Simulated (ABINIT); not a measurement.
## AlSn3 (Pm-3m): from the cell to the phonon bands

How does AlSn3 (Pm-3m) vibrate, and is this structure a minimum?

Calculated with ABINIT 10.8.3; DFT LDA, scalar-relativistic, plane waves, HGH norm-conserving pseudopotentials.

The structure was built from a prototype and need not be the compound's stable phase.

**1. Set-up**

Symmetry: Pm-3m, No. 221, cubic system. The conventional cell has a = 4.586 Å, b = 4.586 Å, c = 4.586 Å, α = 90.00°, β = 90.00°, γ = 90.00°. Al has 12 Sn at 3.24 Å nearest. Sn has 4 Al at 3.24 Å and 8 Sn at 3.24 Å nearest. Farther neighbours are not listed.

Structure file:

```cif
data_structure
_symmetry_space_group_name_H-M 'P 1'
_symmetry_Int_Tables_number 1
_cell_length_a 4.5865
_cell_length_b 4.5865
_cell_length_c 4.5865
_cell_angle_alpha 90.000
_cell_angle_beta 90.000
_cell_angle_gamma 90.000
_cell_volume 96.48
loop_
_atom_site_label
_atom_site_type_symbol
_atom_site_fract_x
_atom_site_fract_y
_atom_site_fract_z
_atom_site_occupancy
Al1 Al 0.00000 0.00000 0.00000 1
Sn2 Sn 0.00000 0.50000 0.50000 1
Sn3 Sn 0.50000 0.00000 0.50000 1
Sn4 Sn 0.50000 0.50000 0.00000 1
```

**2. A first look**

A first run with smearing and empty bands tells whether the crystal has a gap, which decides between fixed occupations and smearing later on.

File probe.abi:

```
# ground state
tolvrs 1.0d-08
prtden 1
prtwf 1

# basis, mesh and filling
ecut 20.0
ixc 7
ngkpt 4 4 4
nshiftk 1
shiftk 0.0 0.0 0.0
istwfk *1
occopt 7
tsmear 0.005
nband 14
nstep 100
diemac 9.0
prtebands 0
prtgsr 0
useylm 1

# cell and atoms
acell 3*1.0 Angstrom
rprim 
    4.58647571 0.0 0.0
    0.0 4.58647571 0.0
    0.0 0.0 4.58647571
ntypat 2
znucl 13 50
natom 4
typat 1 2 2 2
xred 
    0.0 0.0 0.0
    0.0 0.5 0.5
    0.5 0.0 0.5
    0.5 0.5 0.0
pp_dirpath "./pseudo"
pseudos "Al.hgh, Sn.hgh"
```

Launch:

```
$ OMP_NUM_THREADS=1 mpirun -n 4 abinit probe.abi > probe.log
```

Numbers of over 12 decimals in the logs are rounded to 6 here.

probe.abo, the main output file:

```text
[banners, grids, parts of the stress and lines that vanish by symmetry left out]
- input  file    -> probe.abi
- output file    -> probe.abo
- root for input  files -> probei
[...]
Symmetries : space group Pm -3 m (#221); Bravais cP (primitive cubic)
[...]
mpw =        2809          nfft =       46656          nkpt =          10
[...]
== DATASET  1 ==================================================================
[...]
cutoff_energies: {ecut:  20.0, pawecutdg:  -1.0, }
[...]
Exchange-correlation functional for the present dataset will be:
  LDA: Perdew-Wang 92 LSD fit to Ceperley-Alder data - ixc=7
[...]
ETOT  1  -12.776201060057    -1.278E+01 2.057E-02 1.301E+01
 ETOT  2  -12.786148635537    -9.948E-03 6.825E-03 5.301E-01
 ETOT  3  -12.786241466000    -9.283E-05 3.139E-04 2.632E-02
 ETOT  4  -12.786247575744    -6.110E-06 3.192E-04 8.969E-05
 ETOT  5  -12.786247593935    -1.819E-08 9.296E-05 1.269E-06
 ETOT  6  -12.786247594091    -1.556E-10 7.987E-05 3.420E-08
 ETOT  7  -12.786247594098    -6.795E-12 2.049E-05 1.415E-10
 At SCF step    7       vres2   =  1.42E-10 < tolvrs=  1.00E-08 =>converged.
[...]
sigma(1 1)=  4.64958346E-05  sigma(3 2)=  0.00000000E+00
  sigma(2 2)=  4.64958346E-05  sigma(3 1)=  0.00000000E+00
  sigma(3 3)=  4.64958346E-05  sigma(2 1)=  0.00000000E+00
[...]
convergence: {deltae: -6.795E-12, res2:  1.415E-10, residm:  2.049E-05, diffor: null, }
etotal    :  -1.27862476E+01
[...]
sigma(1 1)=  4.64958346E-05  sigma(3 2)=  0.00000000E+00
  sigma(2 2)=  4.64958346E-05  sigma(3 1)=  0.00000000E+00
  sigma(3 3)=  4.64958346E-05  sigma(2 1)=  0.00000000E+00
[...]
- sigma(1 1)=  1.36795468E+00  sigma(3 2)=  0.00000000E+00
- sigma(2 2)=  1.36795468E+00  sigma(3 1)=  0.00000000E+00
- sigma(3 3)=  1.36795468E+00  sigma(2 1)=  0.00000000E+00
[...]
fcart     -0.0000000000E+00 -0.0000000000E+00 -0.0000000000E+00
           strten      4.6495834619E-05  4.6495834619E-05  4.6495834619E-05
================================================================================

[key lines of the parts left out:]
pressure_GPa:  -1.3680E+00
```

It took 4.8 s on 4 MPI ranks of Arm Neoverse N1, shared host; 19 s of CPU time.

Numbers from this step:

```yaml
volume_per_atom: 24.12 Å³
pressure: -1.368 GPa
gap_on_the_k_mesh: 0 eV
```

No gap opens on this mesh, so smearing is kept; the printed pressure holds the stress of the finite basis too.

**3. Rough relaxation**

The typed start is rough, so a first relaxation with smearing and loose thresholds takes it towards rest cheaply.

File prerelax.abi:

```
# relaxation
ionmov 2
optcell 2
dilatmx 1.15
chkdilatmx 0
ntime 40
tolmxf 3.0d-04
tolvrs 1.0d-10
prtwf 0
prtden 0
chksymtnons 0

# basis, mesh and filling
ecut 21.0
ecutsm 3.0
ixc 7
ngkpt 4 4 4
nshiftk 1
shiftk 0.0 0.0 0.0
istwfk *1
occopt 7
tsmear 0.005
nband 14
nstep 100
diemac 1000000.0
prtebands 0
prtgsr 0
useylm 1

# cell and atoms
acell 3*1.0 Angstrom
rprim 
    4.58647571 0.0 0.0
    0.0 4.58647571 0.0
    0.0 0.0 4.58647571
ntypat 2
znucl 13 50
natom 4
typat 1 2 2 2
xred 
    0.0 0.0 0.0
    0.0 0.5 0.5
    0.5 0.0 0.5
    0.5 0.5 0.0
pp_dirpath "./pseudo"
pseudos "Al.hgh, Sn.hgh"
```

Launch:

```
$ OMP_NUM_THREADS=1 mpirun -n 4 abinit prerelax.abi > prerelax.log
```

prerelax.abo, the main output file:

```text
[banners, grids, parts of the stress and lines that vanish by symmetry left out]
- input  file    -> prerelax.abi
- output file    -> prerelax.abo
- root for input  files -> prerelaxi
[...]
Symmetries : space group Pm -3 m (#221); Bravais cP (primitive cubic)
[...]
mpw =        4632          nfft =       91125          nkpt =          10
[...]
== DATASET  1 ==================================================================
[...]
cutoff_energies: {ecut:  21.0, pawecutdg:  -1.0, }
[...]
Exchange-correlation functional for the present dataset will be:
  LDA: Perdew-Wang 92 LSD fit to Ceperley-Alder data - ixc=7
[...]
ETOT  1  -12.774806664937    -1.277E+01 1.768E-02 2.495E+01
 ETOT  2  -12.786157434228    -1.135E-02 1.559E-03 8.284E-01
 ETOT  3  -12.786236498577    -7.906E-05 5.412E-04 1.647E-03
 ETOT  4  -12.786236659350    -1.608E-07 3.035E-04 6.480E-05
[...]
ETOT  6  -12.786636639606    -2.398E-13 1.851E-06 4.834E-12
 At SCF step    6       vres2   =  4.83E-12 < tolvrs=  1.00E-10 =>converged.
[...]
sigma(1 1)= -7.75426292E-07  sigma(3 2)=  0.00000000E+00
  sigma(2 2)= -7.75426292E-07  sigma(3 1)=  0.00000000E+00
  sigma(3 3)= -7.75426292E-07  sigma(2 1)=  0.00000000E+00
[...]
convergence: {deltae: -2.398E-13, res2:  4.834E-12, residm:  1.851E-06, diffor: null, }
etotal    :  -1.27866366E+01
[...]
At Broyd/MD step   3, gradients are converged :
[...]
sigma(1 1)= -7.75426292E-07  sigma(3 2)=  0.00000000E+00
  sigma(2 2)= -7.75426292E-07  sigma(3 1)=  0.00000000E+00
  sigma(3 3)= -7.75426292E-07  sigma(2 1)=  0.00000000E+00
[...]
- sigma(1 1)= -2.28138291E-02  sigma(3 2)=  0.00000000E+00
- sigma(2 2)= -2.28138291E-02  sigma(3 1)=  0.00000000E+00
- sigma(3 3)= -2.28138291E-02  sigma(2 1)=  0.00000000E+00
[...]
fcart     -0.0000000000E+00 -0.0000000000E+00 -0.0000000000E+00
           strten     -7.7542629170E-07 -7.7542629170E-07 -7.7542629170E-07
================================================================================

[key lines of the parts left out:]
pressure_GPa:   2.2814E-02
Total energy (etotal) [Ha]= -1.27866366396061E+01
```

Elapsed: 24 s, on 4 MPI ranks.

Step by step:

```
step  energy less that of the first step (eV)  largest force (eV/Å)  volume (Å³)
   1                                   0.0000                0.0000        96.48
   2                                  -0.0031                0.0000        96.08
   3                                  -0.0109                0.0000        93.91
```

```csv
"conventional cell, symmetrised",before,after,change
a (Å),4.586,4.545,-0.9 %
b (Å),4.586,4.545,-0.9 %
c (Å),4.586,4.545,-0.9 %
volume (Å³/atom),24.12,23.48,-2.7 %
```

Final coordinates:

```cif
data_structure
_symmetry_space_group_name_H-M 'P 1'
_symmetry_Int_Tables_number 1
_cell_length_a 4.5453
_cell_length_b 4.5453
_cell_length_c 4.5453
_cell_angle_alpha 90.000
_cell_angle_beta 90.000
_cell_angle_gamma 90.000
_cell_volume 93.91
loop_
_atom_site_label
_atom_site_type_symbol
_atom_site_fract_x
_atom_site_fract_y
_atom_site_fract_z
_atom_site_occupancy
Al1 Al 0.00000 0.00000 0.00000 1
Sn2 Sn 0.00000 0.50000 0.50000 1
Sn3 Sn 0.50000 0.00000 0.50000 1
Sn4 Sn 0.50000 0.50000 0.00000 1
```

Numbers from this step:

- volume per atom: 23.48 Å³
- pressure: 0.02281 GPa

The volume changes by -2.7 % in this run and stands -2.7 % from the first cell.

**4. Relaxing the cell and atoms**

The harmonic expansion needs vanishing forces, and a free crystal bears no stress, so cell and atoms are brought to rest. Stress is more sensitive to the basis than forces are: the last 3 Ha under the cutoff are smoothed with ecutsm, and the cutoff is raised above that of the later runs.

File relax.abi:

```
# relaxation
ionmov 2
optcell 2
dilatmx 1.08
ntime 40
tolmxf 1.0d-05
tolvrs 1.0d-14
prtwf 0
prtden 0
chksymtnons 0

# basis, mesh and filling
ecut 26.0
ecutsm 3.0
ixc 7
ngkpt 6 6 6
nshiftk 1
shiftk 0.0 0.0 0.0
istwfk *1
occopt 7
tsmear 0.01
nband 14
nstep 100
diemac 1000000.0
prtebands 0
prtgsr 0
useylm 1

# cell and atoms
acell 3*1.0 Angstrom
rprim 
    4.545322934 0.0 0.0
    0.0 4.545322934 0.0
    0.0 0.0 4.545322934
ntypat 2
znucl 13 50
natom 4
typat 1 2 2 2
xred 
    0.0 0.0 0.0
    0.0 0.5 0.5
    0.5 0.0 0.5
    0.5 0.5 0.0
pp_dirpath "./pseudo"
pseudos "Al.hgh, Sn.hgh"
```

Launch:

```
$ OMP_NUM_THREADS=1 mpirun -n 4 abinit relax.abi > relax.log
```

relax.abo, the main output file:

```text
[banners, grids, parts of the stress and lines that vanish by symmetry left out]
- input  file    -> relax.abi
- output file    -> relax.abo
- root for input  files -> relaxi
[...]
Symmetries : space group Pm -3 m (#221); Bravais cP (primitive cubic)
[...]
mpw =        5078          nfft =       91125          nkpt =          20
[...]
== DATASET  1 ==================================================================
[...]
cutoff_energies: {ecut:  26.0, pawecutdg:  -1.0, }
[...]
Exchange-correlation functional for the present dataset will be:
  LDA: Perdew-Wang 92 LSD fit to Ceperley-Alder data - ixc=7
[...]
ETOT  1  -12.771778247930    -1.277E+01 1.678E-02 2.433E+01
 ETOT  2  -12.784458278835    -1.268E-02 1.792E-03 7.265E-01
 ETOT  3  -12.784525299079    -6.702E-05 3.830E-04 4.304E-03
 ETOT  4  -12.784525798562    -4.995E-07 2.895E-04 5.539E-05
 ETOT  5  -12.784525802943    -4.381E-09 1.233E-04 1.061E-06
[...]
At SCF step   10       vres2   =  1.54E-16 < tolvrs=  1.00E-14 =>converged.
[...]
sigma(1 1)= -1.79920087E-05  sigma(3 2)=  0.00000000E+00
  sigma(2 2)= -1.79920087E-05  sigma(3 1)=  0.00000000E+00
  sigma(3 3)= -1.79920087E-05  sigma(2 1)=  0.00000000E+00
[...]
convergence: {deltae: -4.974E-14, res2:  1.537E-16, residm:  1.401E-05, diffor: null, }
etotal    :  -1.27845258E+01
[...]
ETOT  1  -12.784542583178    -1.278E+01 8.188E-06 3.672E-04
[...]
At SCF step    7       vres2   =  9.67E-16 < tolvrs=  1.00E-14 =>converged.
[...]
sigma(1 1)= -1.47804134E-05  sigma(3 2)=  0.00000000E+00
  sigma(2 2)= -1.47804134E-05  sigma(3 1)=  0.00000000E+00
  sigma(3 3)= -1.47804134E-05  sigma(2 1)=  0.00000000E+00
[...]
convergence: {deltae: -9.948E-14, res2:  9.673E-16, residm:  1.935E-06, diffor: null, }
etotal    :  -1.27845426E+01
[...]
ETOT  1  -12.784577298669    -1.278E+01 2.026E-06 8.130E-03
[...]
At SCF step    8       vres2   =  2.73E-16 < tolvrs=  1.00E-14 =>converged.
[...]
sigma(1 1)= -2.08132447E-07  sigma(3 2)=  0.00000000E+00
  sigma(2 2)= -2.08132447E-07  sigma(3 1)=  0.00000000E+00
  sigma(3 3)= -2.08132447E-07  sigma(2 1)=  0.00000000E+00
[...]
convergence: {deltae:  1.119E-13, res2:  2.731E-16, residm:  1.231E-06, diffor: null, }
etotal    :  -1.27845782E+01
[...]
ETOT  1  -12.784578223201    -1.278E+01 1.117E-06 1.694E-06
[...]
ETOT  5  -12.784578223393    -6.217E-14 5.218E-07 2.432E-14
 ETOT  6  -12.784578223393    -2.487E-14 7.946E-07 9.750E-17
 At SCF step    6       vres2   =  9.75E-17 < tolvrs=  1.00E-14 =>converged.
[...]
sigma(1 1)= -2.47175775E-09  sigma(3 2)=  0.00000000E+00
  sigma(2 2)= -2.47175775E-09  sigma(3 1)=  0.00000000E+00
  sigma(3 3)= -2.47175775E-09  sigma(2 1)=  0.00000000E+00
[...]
convergence: {deltae: -2.487E-14, res2:  9.750E-17, residm:  7.946E-07, diffor: null, }
etotal    :  -1.27845782E+01
[...]
At Broyd/MD step   4, gradients are converged :
[...]
sigma(1 1)= -2.47175775E-09  sigma(3 2)=  0.00000000E+00
  sigma(2 2)= -2.47175775E-09  sigma(3 1)=  0.00000000E+00
  sigma(3 3)= -2.47175775E-09  sigma(2 1)=  0.00000000E+00
[...]
- sigma(1 1)= -7.27216238E-05  sigma(3 2)=  0.00000000E+00
- sigma(2 2)= -7.27216237E-05  sigma(3 1)=  0.00000000E+00
- sigma(3 3)= -7.27216237E-05  sigma(2 1)=  0.00000000E+00
[...]
fcart     -0.0000000000E+00 -0.0000000000E+00 -0.0000000000E+00
           strten     -2.4717577533E-09 -2.4717577503E-09 -2.4717577507E-09
================================================================================

[key lines of the parts left out:]
pressure_GPa:   7.2722E-05
Total energy (etotal) [Ha]= -1.27845782233928E+01
```

It took 62 s on 4 MPI ranks.

Relaxation path:

| step | energy less that of the first step (eV) | largest force (eV/Å) | volume (Å³) |
| --- | --- | --- | --- |
| 1 | 0.0000 | 0.0000 | 93.91 |
| 2 | -0.0005 | 0.0000 | 94.06 |
| 3 | -0.0014 | 0.0000 | 94.77 |
| 4 | -0.0014 | 0.0000 | 94.78 |

| conventional cell, symmetrised | before | after | change |
| --- | --- | --- | --- |
| a (Å) | 4.545 | 4.559 | +0.3 % |
| b (Å) | 4.545 | 4.559 | +0.3 % |
| c (Å) | 4.545 | 4.559 | +0.3 % |
| volume (Å³/atom) | 23.48 | 23.69 | +0.9 % |

Final coordinates:

```xyz
4
Lattice="4.5593 0.0000 0.0000 0.0000 4.5593 0.0000 0.0000 0.0000 4.5593" Properties=species:S:1:pos:R:3 pbc="T T T"
Al    0.0000    0.0000    0.0000
Sn    0.0000    2.2797    2.2797
Sn    2.2797    0.0000    2.2797
Sn    2.2797    2.2797    0.0000
```

This step gave:

* volume per atom: 23.69 Å³
* pressure: 7.27e-5 GPa

The volume changes by +0.9 % in this run and stands -1.8 % from the first cell.

**5. Ground state**

The response is built on these wavefunctions, so the potential is converged far more tightly than an energy would need. Smearing stays on, as the first look found no gap above 0.3 eV.

File gs.abi:

```
# ground state
tolvrs 1.0d-16
prtden 1
prtwf 1

# basis, mesh and filling
ecut 20.0
ixc 7
ngkpt 6 6 6
nshiftk 1
shiftk 0.0 0.0 0.0
istwfk *1
occopt 7
tsmear 0.01
nband 14
nstep 100
diemac 1000000.0
prtebands 0
prtgsr 0
useylm 1

# cell and atoms
acell 3*1.0 Angstrom
rprim 
    4.559334533 0.0 0.0
    0.0 4.559334533 0.0
    0.0 0.0 4.559334533
ntypat 2
znucl 13 50
natom 4
typat 1 2 2 2
xred 
    0.0 0.0 0.0
    0.0 0.5 0.5
    0.5 0.0 0.5
    0.5 0.5 0.0
pp_dirpath "./pseudo"
pseudos "Al.hgh, Sn.hgh"
```

Launch:

```
$ OMP_NUM_THREADS=1 mpirun -n 4 abinit gs.abi > gs.log
```

gs.abo, the main output file:

```text
[banners, grids, parts of the stress and lines that vanish by symmetry left out]
- input  file    -> gs.abi
- output file    -> gs.abo
- root for input  files -> gsi
[...]
Symmetries : space group Pm -3 m (#221); Bravais cP (primitive cubic)
[...]
mpw =        2800          nfft =       46656          nkpt =          20
[...]
== DATASET  1 ==================================================================
[...]
cutoff_energies: {ecut:  20.0, pawecutdg:  -1.0, }
[...]
Exchange-correlation functional for the present dataset will be:
  LDA: Perdew-Wang 92 LSD fit to Ceperley-Alder data - ixc=7
[...]
ETOT  1  -12.774590203023    -1.277E+01 2.350E-02 1.266E+01
 ETOT  2  -12.784464272871    -9.874E-03 1.270E-03 3.600E-01
 ETOT  3  -12.784526775787    -6.250E-05 4.970E-04 7.392E-04
 ETOT  4  -12.784526911358    -1.356E-07 4.194E-04 2.411E-05
 ETOT  5  -12.784526914414    -3.056E-09 7.588E-05 4.299E-07
[...]
ETOT 10  -12.784526914493    -8.882E-14 5.716E-06 1.373E-16
 ETOT 11  -12.784526914493     1.776E-14 1.011E-05 4.690E-19
 At SCF step   11       vres2   =  4.69E-19 < tolvrs=  1.00E-16 =>converged.
[...]
sigma(1 1)=  4.16876330E-07  sigma(3 2)=  0.00000000E+00
  sigma(2 2)=  4.16876330E-07  sigma(3 1)=  0.00000000E+00
  sigma(3 3)=  4.16876330E-07  sigma(2 1)=  0.00000000E+00
[...]
convergence: {deltae:  1.776E-14, res2:  4.690E-19, residm:  1.011E-05, diffor: null, }
etotal    :  -1.27845269E+01
[...]
sigma(1 1)=  4.16876330E-07  sigma(3 2)=  0.00000000E+00
  sigma(2 2)=  4.16876330E-07  sigma(3 1)=  0.00000000E+00
  sigma(3 3)=  4.16876330E-07  sigma(2 1)=  0.00000000E+00
[...]
- sigma(1 1)=  1.22649251E-02  sigma(3 2)=  0.00000000E+00
- sigma(2 2)=  1.22649251E-02  sigma(3 1)=  0.00000000E+00
- sigma(3 3)=  1.22649251E-02  sigma(2 1)=  0.00000000E+00
[...]
fcart     -0.0000000000E+00 -0.0000000000E+00 -0.0000000000E+00
           strten      4.1687632997E-07  4.1687632997E-07  4.1687632997E-07
================================================================================

[key lines of the parts left out:]
pressure_GPa:  -1.2265E-02
```

The job ended after 10 s (4 MPI ranks; 41 s of CPU time).

Numbers from this step:

| Quantity | Value |
| --- | --- |
| pressure | -0.01226 GPa |

The cell stands at -0.012 GPa, close enough for phonons.

(Continued in part 2 of 4.)

[Host names and launcher messages were left out of these logs when they were recorded.]

[Logs are printed without paths, hosts, clocks, repeated set-up lines and the standing remarks that a program may print on its own settings, such as how far it seeks lower states.]

[Hosts, paths, dates, database ids (printed as entryN), source tags and the programs' standing remarks are cut or masked in the printed files.]
